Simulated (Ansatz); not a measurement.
# Tl2Te (model cell, started as cuprite): following an unstable mode, part 2 of 3

Wanted: the energy along a soft mode of Tl2Te (model cell, started as cuprite) and the structure at the end.

Ansatz 0.2.0; DFT PBEsol, scalar-relativistic, plane waves, PAW.

So far, highest frequency on the path or at a solved wavevector (cm⁻¹): step 2 (the dispersion) 94.3. Also lowest frequency on the path (cm⁻¹): step 2 -55.3.

The structure was built from a prototype and need not be the compound's stable phase.

## 3. The mode frozen in, largest atomic shift 0 Å

The mode followed lies at q = (-0.5, -0.5, -0.5) with frequency 55.3i cm⁻¹ and is 3-fold degenerate, the softest among the wavevectors solved. At small amplitude the distorted cell has space group no. 141 by a symmetry search on the positions. The undistorted cell that holds it gives the zero of energy on the same k mesh.

System of this step: Tl2Te (model cell, started as cuprite). It takes space group Pn-3m (No. 224, cubic). The conventional cell has a = 7.300 Å, b = 7.300 Å, c = 7.300 Å, α = 90.00°, β = 90.00°, γ = 90.00°. Te has 4 Tl at 3.16 Å nearest. Tl has 2 Te at 3.16 Å nearest. Farther neighbours and most contacts between anions are not listed.

The input, input.yaml:

```yaml
crystal:
  lattice:
    - [7.2996465413, 7.2996465413, 0.0]
    - [7.2996465413, 0.0, 7.2996465413]
    - [7.2996465413, 0.0, -7.2996465413]
  atoms:
    - { symbol: Te, position: [0.0, 0.0, 0.0] }
    - { symbol: Te, position: [0.0, 0.5, 0.5] }
    - { symbol: Te, position: [0.5, 0.25, 0.75] }
    - { symbol: Te, position: [0.5, 0.75, 0.25] }
    - { symbol: Tl, position: [0.25, 0.125, 0.875] }
    - { symbol: Tl, position: [0.25, 0.625, 0.375] }
    - { symbol: Tl, position: [0.75, 0.125, 0.875] }
    - { symbol: Tl, position: [0.75, 0.625, 0.375] }
    - { symbol: Tl, position: [0.25, 0.625, 0.875] }
    - { symbol: Tl, position: [0.25, 0.125, 0.375] }
    - { symbol: Tl, position: [0.75, 0.125, 0.375] }
    - { symbol: Tl, position: [0.75, 0.625, 0.875] }
kpoints:
  mp_grid: { grid: [4, 4, 4] }
hamiltonian:
  xc: pbesol
scf:
  occupations: { method: gaussian, width: 0.01 }
output:
  forces: true
  stress: true
  eigenvalues: true
```

Started as:

```console
$ ansatz run input.yaml --threads 8 --pin off --max-ram 14336MiB --backend cpu --events-out ev --progress --plain --runs-dir out
```

Numbers of over 12 decimals in the logs are rounded to 6 here.

The program printed:

```text
[...]
Crystal: 12 atoms, lattice volume = 777.921 Å³
Basis set: ecut = 420 eV, 15185 PW (Γ), exchange–correlation on 144×144×144 points (8 copies of the dense FFT grid, shifted against one another)
Bands: 101, of which v1, the nominal top of the filled ones, is band 84 counted from 1 (83 counted from 0)
Symmetry: 96 space group operations
[...]
k-points: 8 of 64
[...]
k-point 0: bands = [... 80 lower, 2.5052, 2.6108, 2.6108, 2.6108, 2.7121, 2.7121, 3.3601, 3.3601, ... 9 higher]
  k-point 1: bands = [... 80 lower, 2.3533, 2.3533, 2.4581, 2.4581, 2.9639, 2.9639, 3.4537, 3.4537, ... 9 higher]
  k-point 2: bands = [... 80 lower, 2.2894, 2.2894, 2.2894, 2.2894, 3.3824, 3.3824, 3.3824, 3.3824, ... 9 higher]
  k-point 7: bands = [... 80 lower, 2.1165, 2.1165, 2.1165, 2.1165, 3.5359, 3.5359, 3.5359, 3.5359, ... 9 higher]
[key lines of the parts left out:]
SCF converged after 8 iterations
Free energy (F): -117966.786948 eV
Fermi energy:    2.661660 eV
P = ⅓ Tr σ = -0.0232 GPa (-0.232 kbar)
```

Run time: 3.9 s. Hardware: 8 threads of Arm Neoverse V2, shared host; peak memory 2.8 GiB.

Numbers from this step:

| Quantity | Value |
| --- | --- |
| pressure | -0.02325 GPa |
| gap on the k-mesh | 0.1013 eV |
| energy from the undistorted cell | 0 meV/atom |

The run ends at a pressure of -0.02 GPa.

## 4. The mode frozen in, largest atomic shift 0.32 Å

The atoms are moved along the unstable eigenvector, the largest shift by 0.32 Å, with the cell fixed.

The input, input.yaml:

```yaml
crystal:
  lattice:
    - [7.2996465413, 7.2996465413, 0.0]
    - [7.2996465413, 0.0, 7.2996465413]
    - [7.2996465413, 0.0, -7.2996465413]
  atoms:
    - { symbol: Te, position: [0.043837739, -0.0219188695, -0.0219188695] }
    - { symbol: Te, position: [-0.043837739, 0.5219188695, 0.5219188695] }
    - { symbol: Te, position: [0.543837739, 0.2280811305, 0.7280811305] }
    - { symbol: Te, position: [0.456162261, 0.7719188695, 0.2719188695] }
    - { symbol: Tl, position: [0.2363532629, 0.13579629, 0.8818233685] }
    - { symbol: Tl, position: [0.2636467371, 0.61420371, 0.3681766315] }
    - { symbol: Tl, position: [0.7363532629, 0.1318233685, 0.88579629] }
    - { symbol: Tl, position: [0.7636467371, 0.6181766315, 0.36420371] }
    - { symbol: Tl, position: [0.2363532629, 0.627850447, 0.8818233685] }
    - { symbol: Tl, position: [0.2636467371, 0.122149553, 0.3681766315] }
    - { symbol: Tl, position: [0.7363532629, 0.1318233685, 0.377850447] }
    - { symbol: Tl, position: [0.7636467371, 0.6181766315, 0.872149553] }
kpoints:
  mp_grid: { grid: [4, 4, 4] }
hamiltonian:
  xc: pbesol
scf:
  occupations: { method: gaussian, width: 0.01 }
output:
  forces: true
  stress: true
  eigenvalues: true
```

The program printed:

```text
[...]
Crystal: 12 atoms, lattice volume = 777.921 Å³
Basis set: ecut = 420 eV, 15185 PW (Γ), exchange–correlation on 144×144×144 points (8 copies of the dense FFT grid, shifted against one another)
Bands: 101, of which v1, the nominal top of the filled ones, is band 84 counted from 1 (83 counted from 0)
Symmetry: 16 space group operations
[...]
k-points: 13 of 64
[...]
k-point 0: bands = [... 80 lower, 2.3107, 2.3107, 2.4734, 2.4734, 2.6988, 3.3818, 3.4414, 3.4568, ... 9 higher]
  k-point 1: bands = [... 80 lower, 2.1996, 2.2791, 2.3398, 2.3824, 2.8889, 3.2073, 3.4751, 3.5907, ... 9 higher]
  k-point 2: bands = [... 80 lower, 2.1109, 2.1877, 2.2888, 2.2920, 3.1311, 3.1748, 3.5183, 3.7451, ... 9 higher]
  k-point 12: bands = [... 80 lower, 1.9008, 1.9008, 2.2162, 2.2162, 3.3369, 3.3369, 3.8035, 3.8035, ... 9 higher]
[key lines of the parts left out:]
SCF converged after 9 iterations
Free energy (F): -117966.845468 eV
Fermi energy:    2.586237 eV
P = ⅓ Tr σ = 0.1228 GPa (1.228 kbar)
```

It took 7.5 s on 8 threads; peak memory 3.3 GiB.

Numbers from this step:

```yaml
pressure: 0.1228 GPa
gap_on_the_k_mesh: 0.2255 eV
energy_from_the_undistorted_cell: -4.877 meV/atom
```

The energy, extrapolated to zero smearing, is -4.88 meV/atom against the undistorted cell.

The run ends at a pressure of 0.12 GPa, with forces up to 0.19 eV/Å.

## 5. Energy along the mode, all amplitudes (two of the runs are shown above)

An imaginary frequency means negative curvature, so the energy should fall and then rise again as anharmonic terms take over.

This step gave:

| Item | Value |
| --- | --- |
| depth at the lowest point sampled | 4.877 meV/atom |
| largest atomic shift at that point | 0.32 Å |

The energy from the parent by largest atomic shift:

```
largest atomic shift (Å)  energy from the parent (meV/atom)
                   0.000                                  0
                   0.040                             -0.231
                   0.080                             -0.717
                   0.140                              -1.72
                   0.220                              -3.28
                   0.320                              -4.88
                   0.450                              -4.87
                   0.600                              0.084
```

Displacement at unit largest shift by atom:

```
atom  x (Å)  y (Å)  z (Å)  size
 Te1   0.00   1.00   0.00  1.00
 Te2   0.00  -1.00   0.00  1.00
 Te3   0.00   1.00   0.00  1.00
 Te4   0.00  -1.00   0.00  1.00
 Tl5   0.09  -0.31   0.09  0.34
 Tl6  -0.09   0.31  -0.09  0.34
 Tl7   0.09  -0.31  -0.09  0.34
 Tl8  -0.09   0.31   0.09  0.34
 Tl9  -0.09  -0.31  -0.09  0.34
Tl10   0.09   0.31   0.09  0.34
Tl11  -0.09  -0.31   0.09  0.34
Tl12   0.09   0.31  -0.09  0.34
```

The lowest of the steps tried is at 0.32 Å, 4.88 meV/atom below the parent; the bottom of the well need not coincide with a step.

## 6. Relaxing from the distorted cell

Starting from the lowest point found, all atoms and the cell are let go, so that strain and other modes of the same symmetry can join in.

input.yaml, as its differences from that of step 4:

```diff
@@ -28 +28,6 @@
   eigenvalues: true
+relax:
+  adjacent_minimum: "off"
+  f_tol: 0.002
+  max_steps: 120
+  cell: { stress_tol: 0.03 }
```

The program printed:

```text
[...]
Crystal: 12 atoms, lattice volume = 777.921 Å³
Basis set: ecut = 420 eV, 15185 PW (Γ), exchange–correlation on 144×144×144 points (8 copies of the dense FFT grid, shifted against one another)
Bands: 101, of which v1, the nominal top of the filled ones, is band 84 counted from 1 (83 counted from 0)
Symmetry: 16 space group operations
[...]
k-points: 13 of 64
[...]
SCF iter   1: F=—  HF=-117966.933608 eV  |F-HF|=—  |Δ(HF+E_count)|=         —  Δρ=3.78e-3  dr2=4.90e-1  ethr=1.77e-3  ⟨swp⟩=6.8  Hψ=5391  notcnv=0  defer=16
[...]
SCF iter   9: F=-117966.845468 eV  HF=-117966.845468 eV  |F-HF|=2.26e-8  |Δ(HF+E_count)|=   2.95e-7  Δρ=7.96e-7  dr2=1.38e-8  ethr=5.95e-11  ⟨swp⟩=5.8  Hψ=4857  notcnv=0
SCF 1 converged in 9 iterations: F = -117966.845468 eV  dr2 = 1.38e-8
[...]
relax step   1: F+E_penalty+E_count = -117966.84546790 eV  Δ(F+E_penalty+E_count) = +0.000e0 eV  max|allowed force component| = 1.336e-1 eV/Å  Δτ_max = 0.0000 Å  P = +0.123 GPa  Ω = 777.921 Å³  (9 SCF iters, dr2 threshold 1.00e-7 eV, accepted)
Crystal: 12 atoms, lattice volume = 772.818 Å³
Basis set: ecut = 420 eV, 15113 PW (Γ), exchange–correlation on 144×144×144 points (8 copies of the dense FFT grid, shifted against one another)
[...]
SCF iter   7: F=-117967.056997 eV  HF=-117967.056996 eV  |F-HF|=7.51e-7  |Δ(HF+E_count)|=   8.31e-6  Δρ=5.80e-6  dr2=5.27e-7  ethr=6.64e-10  ⟨swp⟩=8.7  Hψ=6379  notcnv=0
SCF 2 converged in 7 iterations: F = -117967.056997 eV  dr2 = 5.27e-7
[...]
relax step   2: F+E_penalty+E_count = -117967.05699670 eV  Δ(F+E_penalty+E_count) = -2.115e-1 eV  max|allowed force component| = 1.401e-1 eV/Å  Δτ_max = 0.1888 Å  P = -0.147 GPa  Ω = 772.818 Å³  energy of the carried Pulay correction = +5.029e-4 eV  (7 SCF iters, dr2 threshold 1.12e-6 eV, accepted)
Crystal: 12 atoms, lattice volume = 753.317 Å³
Basis set: ecut = 420 eV, 14701 PW (Γ), exchange–correlation on 144×144×144 points (8 copies of the dense FFT grid, shifted against one another)
[...]
SCF iter   7: F=-117967.467339 eV  HF=-117967.467337 eV  |F-HF|=1.92e-6  |Δ(HF+E_count)|=   1.16e-5  Δρ=7.16e-6  dr2=1.05e-6  ethr=7.14e-10  ⟨swp⟩=9.6  Hψ=6550  notcnv=0
SCF 3 converged in 7 iterations: F = -117967.467339 eV  dr2 = 1.05e-6
relax step   3: F+E_penalty+E_count = -117967.46733882 eV  Δ(F+E_penalty+E_count) = -4.103e-1 eV  max|allowed force component| = 1.819e-1 eV/Å  Δτ_max = 0.1910 Å  P = -0.417 GPa  Ω = 753.317 Å³  energy of the carried Pulay correction = +2.477e-3 eV  (7 SCF iters, dr2 threshold 1.20e-6 eV, accepted)
[... from here on, the SCF cycles and remarks between the steps are left out ...]
relax step   4: F+E_penalty+E_count = -117968.05311523 eV  Δ(F+E_penalty+E_count) = -5.858e-1 eV  max|allowed force component| = 2.042e-1 eV/Å  Δτ_max = 0.1946 Å  P = -0.645 GPa  Ω = 722.227 Å³  energy of the carried Pulay correction = +5.807e-3 eV  (8 SCF iters, dr2 threshold 1.20e-6 eV, accepted)
relax step   5: F+E_penalty+E_count = -117968.60259189 eV  Δ(F+E_penalty+E_count) = -5.495e-1 eV  max|allowed force component| = 1.374e-1 eV/Å  Δτ_max = 0.1936 Å  P = -0.645 GPa  Ω = 682.520 Å³  energy of the carried Pulay correction = +1.042e-2 eV  (9 SCF iters, dr2 threshold 1.20e-6 eV, accepted)
relax step   6: F+E_penalty+E_count = -117968.63455555 eV  Δ(F+E_penalty+E_count) = -3.196e-2 eV  max|allowed force component| = 3.459e-1 eV/Å  Δτ_max = 0.1951 Å  P = +0.159 GPa  Ω = 614.141 Å³  energy of the carried Pulay correction = +1.952e-2 eV  (10 SCF iters, dr2 threshold 1.20e-6 eV, accepted)
relax step   7: F+E_penalty+E_count = -117968.86365588 eV  Δ(F+E_penalty+E_count) = -2.291e-1 eV  max|allowed force component| = 9.129e-2 eV/Å  Δτ_max = 0.1551 Å  P = -0.113 GPa  Ω = 623.679 Å³  energy of the carried Pulay correction = +1.816e-2 eV  (10 SCF iters, dr2 threshold 1.20e-6 eV, accepted)
relax step   8: F+E_penalty+E_count = -117968.93927361 eV  Δ(F+E_penalty+E_count) = -7.562e-2 eV  max|allowed force component| = 6.706e-2 eV/Å  Δτ_max = 0.0595 Å  P = -0.098 GPa  Ω = 611.090 Å³  energy of the carried Pulay correction = +1.997e-2 eV  (6 SCF iters, dr2 threshold 6.08e-7 eV, accepted)
relax step   9: F+E_penalty+E_count = -117969.10692133 eV  Δ(F+E_penalty+E_count) = -1.676e-1 eV  max|allowed force component| = 1.267e-1 eV/Å  Δτ_max = 0.1320 Å  P = -0.009 GPa  Ω = 588.823 Å³  energy of the carried Pulay correction = +2.334e-2 eV  (7 SCF iters, dr2 threshold 7.12e-7 eV, accepted)
relax step  10: F+E_penalty+E_count = -117969.32379479 eV  Δ(F+E_penalty+E_count) = -2.169e-1 eV  max|allowed force component| = 1.315e-1 eV/Å  Δτ_max = 0.1624 Å  P = -0.161 GPa  Ω = 568.005 Å³  energy of the carried Pulay correction = +2.668e-2 eV  (7 SCF iters, dr2 threshold 1.00e-6 eV, accepted)
relax step  11: F+E_penalty+E_count = -117969.59142073 eV  Δ(F+E_penalty+E_count) = -2.676e-1 eV  max|allowed force component| = 1.977e-1 eV/Å  Δτ_max = 0.1464 Å  P = -0.149 GPa  Ω = 541.470 Å³  energy of the carried Pulay correction = +3.125e-2 eV  (8 SCF iters, dr2 threshold 1.20e-6 eV, accepted)
relax step  12: F+E_penalty+E_count = -117969.90639055 eV  Δ(F+E_penalty+E_count) = -3.150e-1 eV  max|allowed force component| = 1.533e-1 eV/Å  Δτ_max = 0.1851 Å  P = -0.450 GPa  Ω = 513.147 Å³  energy of the carried Pulay correction = +3.656e-2 eV  (8 SCF iters, dr2 threshold 1.20e-6 eV, accepted)
relax step  13: F+E_penalty+E_count = -117970.12147743 eV  Δ(F+E_penalty+E_count) = -2.151e-1 eV  max|allowed force component| = 2.045e-1 eV/Å  Δτ_max = 0.1163 Å  P = +0.432 GPa  Ω = 473.170 Å³  energy of the carried Pulay correction = +4.495e-2 eV  (8 SCF iters, dr2 threshold 1.20e-6 eV, accepted)
relax step  14: F+E_penalty+E_count = -117970.14138385 eV  Δ(F+E_penalty+E_count) = -1.991e-2 eV  max|allowed force component| = 2.818e-1 eV/Å  Δτ_max = 0.1949 Å  P = -0.032 GPa  Ω = 479.094 Å³  energy of the carried Pulay correction = +4.363e-2 eV  (7 SCF iters, dr2 threshold 1.20e-6 eV, accepted)
relax step  15: F+E_penalty+E_count = -117969.94125853 eV  Δ(F+E_penalty+E_count) = +2.001e-1 eV  max|allowed force component| = 5.111e-1 eV/Å  Δτ_max = 0.0864 Å  P = +1.338 GPa  Ω = 461.372 Å³  energy of the carried Pulay correction = +4.765e-2 eV  (7 SCF iters, dr2 threshold 1.20e-6 eV, rejected (line search))
relax step  16: F+E_penalty+E_count = -117970.23149024 eV  Δ(F+E_penalty+E_count) = -9.011e-2 eV  max|allowed force component| = 1.052e-1 eV/Å  Δτ_max = 0.0936 Å  P = +0.046 GPa  Ω = 479.639 Å³  energy of the carried Pulay correction = +4.351e-2 eV  (12 SCF iters, accepted)
relax step  17: F+E_penalty+E_count = -117970.40155560 eV  Δ(F+E_penalty+E_count) = -1.701e-1 eV  max|allowed force component| = 1.298e-1 eV/Å  Δτ_max = 0.0902 Å  P = +0.388 GPa  Ω = 474.482 Å³  energy of the carried Pulay correction = +4.466e-2 eV  (8 SCF iters, dr2 threshold 6.92e-7 eV, accepted)
relax step  18: F+E_penalty+E_count = -117970.52531464 eV  Δ(F+E_penalty+E_count) = -1.238e-1 eV  max|allowed force component| = 7.204e-2 eV/Å  Δτ_max = 0.1467 Å  P = +0.204 GPa  Ω = 479.184 Å³  energy of the carried Pulay correction = +4.361e-2 eV  (8 SCF iters, dr2 threshold 1.05e-6 eV, accepted)
relax step  19: F+E_penalty+E_count = -117969.92035232 eV  Δ(F+E_penalty+E_count) = +6.050e-1 eV  max|allowed force component| = 2.033e-1 eV/Å  Δτ_max = 0.0959 Å  P = -2.177 GPa  Ω = 550.125 Å³  energy of the carried Pulay correction = +2.972e-2 eV  (8 SCF iters, dr2 threshold 3.48e-7 eV, rejected (line search))
relax step  20: F+E_penalty+E_count = -117970.53634464 eV  Δ(F+E_penalty+E_count) = -1.103e-2 eV  max|allowed force component| = 6.111e-3 eV/Å  Δτ_max = 0.0328 Å  P = +0.055 GPa  Ω = 482.768 Å³  energy of the carried Pulay correction = +4.283e-2 eV  (13 SCF iters, accepted)
relax step  21: F+E_penalty+E_count = -117970.53637549 eV  Δ(F+E_penalty+E_count) = -3.085e-5 eV  max|allowed force component| = 2.344e-3 eV/Å  Δτ_max = 0.0036 Å  P = +0.003 GPa  Ω = 484.000 Å³  energy of the carried Pulay correction = +4.256e-2 eV  (8 SCF iters, dr2 threshold 8.01e-9 eV, accepted)
relax step  22: F+E_penalty+E_count = -117970.53637346 eV  Δ(F+E_penalty+E_count) = +2.029e-6 eV  max|allowed force component| = 1.494e-3 eV/Å  Δτ_max = 0.0022 Å  P = +0.003 GPa  Ω = 484.049 Å³  energy of the carried Pulay correction = +4.255e-2 eV  (8 SCF iters, dr2 threshold 3.43e-10 eV, accepted)
Basis set: ecut = 420 eV, 9503 PW (Γ), exchange–correlation on 120×144×144 points (8 copies of the dense FFT grid, shifted against one another)
[...]
SCF iter   9: F=-117970.527779 eV  HF=-117970.527779 eV  |F-HF|=7.28e-11  |Δ(HF+E_count)|=  2.91e-11  Δρ=5.14e-8  dr2=1.47e-11  ethr=1.00e-12  ⟨swp⟩=5.0  Hψ=4536  notcnv=0
SCF 23 converged in 9 iterations: F = -117970.527779 eV  dr2 = 1.47e-11
relax step  23: F+E_penalty+E_count = -117970.52777896 eV  Δ(F+E_penalty+E_count) = +8.595e-3 eV  max|allowed force component| = 1.498e-3 eV/Å  Δτ_max = 0.0000 Å  P = -0.019 GPa  Ω = 484.049 Å³  stress off target by 2.40e-2 GPa  SCF on the basis re-selected at this cell (its energy is not comparable with the rows above)  (9 SCF iters)
basis re-selected at this cell: Δ(F+E_penalty+E_count) = +8.595e-3 eV, ΔP = -0.023 GPa vs the last step (what re-selecting the basis moved, of the pressure what is left beyond the Pulay correction that the steps carried, after the strain that the cell walked since its last selection, with what the two solves' SCF thresholds leave and, on support functions, any second-order correction that the steps lacked; it is no measure of the basis error at this ecutwfc). The dense FFT grid was sized anew with the basis: this SCF ran on 60×72×72 points, the steps before it on 72×72×72, so part of this shift can come from that change (see relax.cell in the input reference). [rest of the remark cut]
SCF converged after 9 iterations
Free energy (F): -117970.527779 eV
[...]
Internal energy: -117970.526438 eV  (E = F + TS)
E sigma→0 (E₀):  -117970.527108 eV
Entropy (-TS):   -0.001341 eV (-0.112 meV/atom)
Fermi energy:    6.290185 eV
[...]
--- Forces (eV/Å), atoms counted from 1 ---
  atom   1  Te    -0.00000000    -0.00046347     0.00000000
  atom   2  Te    -0.00000000     0.00046347     0.00000000
  atom   3  Te     0.00000000    -0.00046347    -0.00000000
  atom   4  Te     0.00000000     0.00046347     0.00000000
  atom   5  Tl    -0.00075457     0.00149843    -0.00075457
  atom   6  Tl     0.00075457    -0.00149843     0.00075457
  atom   7  Tl    -0.00075457     0.00149843     0.00075457
  atom   8  Tl     0.00075457    -0.00149843    -0.00075457
  atom   9  Tl     0.00075457     0.00149843     0.00075457
  atom  10  Tl    -0.00075457    -0.00149843    -0.00075457
  atom  11  Tl     0.00075457     0.00149843    -0.00075457
  atom  12  Tl    -0.00075457    -0.00149843     0.00075457
  max |Σ_I F_I| component: 4.12e-18 eV/Å
--- Stress (GPa, compression-positive) ---
       -0.017085       0.000000      -0.000000
        0.000000      -0.024004       0.000000
       -0.000000       0.000000      -0.017085
  P = ⅓ Tr σ = -0.0194 GPa (-0.194 kbar)
--- Band table (eV; the first three rows and the last of 13) ---
  k-point 0: bands = [... 80 lower, 4.8624, 4.8624, 5.6832, 5.6832, 6.3125, 6.7170, 7.0619, 8.1215, ... 13 higher]
  k-point 1: bands = [... 80 lower, 5.1535, 5.1709, 5.7130, 5.9242, 6.2151, 7.3369, 7.3835, 7.5117, ... 13 higher]
  k-point 2: bands = [... 80 lower, 4.8896, 5.4805, 5.7260, 6.7266, 6.7865, 6.8325, 7.2832, 7.4130, ... 13 higher]
  k-point 12: bands = [... 80 lower, 5.2032, 5.2032, 5.3529, 5.3529, 6.3246, 6.3246, 7.0430, 7.0430, ... 13 higher]
--- Relaxed structure (22 steps of the walk, 20 accepted, 1 SCFs on fresh bases) ---
  F+E_penalty+E_count = -117970.52777896 eV   max|allowed force component| = 1.498e-3 eV/Å   (the final SCF, on the basis selected at the relaxed cell)
  cell:  # Å, volume = 484.0491 Å³
    - [7.370959, 4.454628, 0]
    - [7.370959, 0, 7.370959]
    - [7.370959, 0, -7.370959]
  atoms:
    - { symbol: Te, position: [0.146129, -0.073064, -0.073064] }
    - { symbol: Te, position: [-0.146129, 0.573064, 0.573064] }
    - { symbol: Te, position: [0.646129, 0.176936, 0.676936] }
    - { symbol: Te, position: [0.353871, 0.823064, 0.323064] }
    - { symbol: Tl, position: [0.112264, 0.238551, 0.943868] }
    - { symbol: Tl, position: [0.387736, 0.511449, 0.306132] }
    - { symbol: Tl, position: [0.612264, 0.193868, 0.988551] }
    - { symbol: Tl, position: [0.887736, 0.556132, 0.261449] }
    - { symbol: Tl, position: [0.112264, 0.649185, 0.943868] }
    - { symbol: Tl, position: [0.387736, 0.100815, 0.306132] }
    - { symbol: Tl, position: [0.612264, 0.193868, 0.399185] }
    - { symbol: Tl, position: [0.887736, 0.556132, 0.850815] }
```

Elapsed: 3.5 min, on 8 threads; peak memory 3.3 GiB.

(Part 2 of 3 ends here.)

[Logs are printed without paths, hosts, clocks, repeated set-up lines and the standing remarks that a program may print on its own settings, such as how far it seeks lower states.]

[Hosts, paths, dates, database ids (printed as entryN), source tags and the programs' standing remarks are cut or masked in the printed files.]
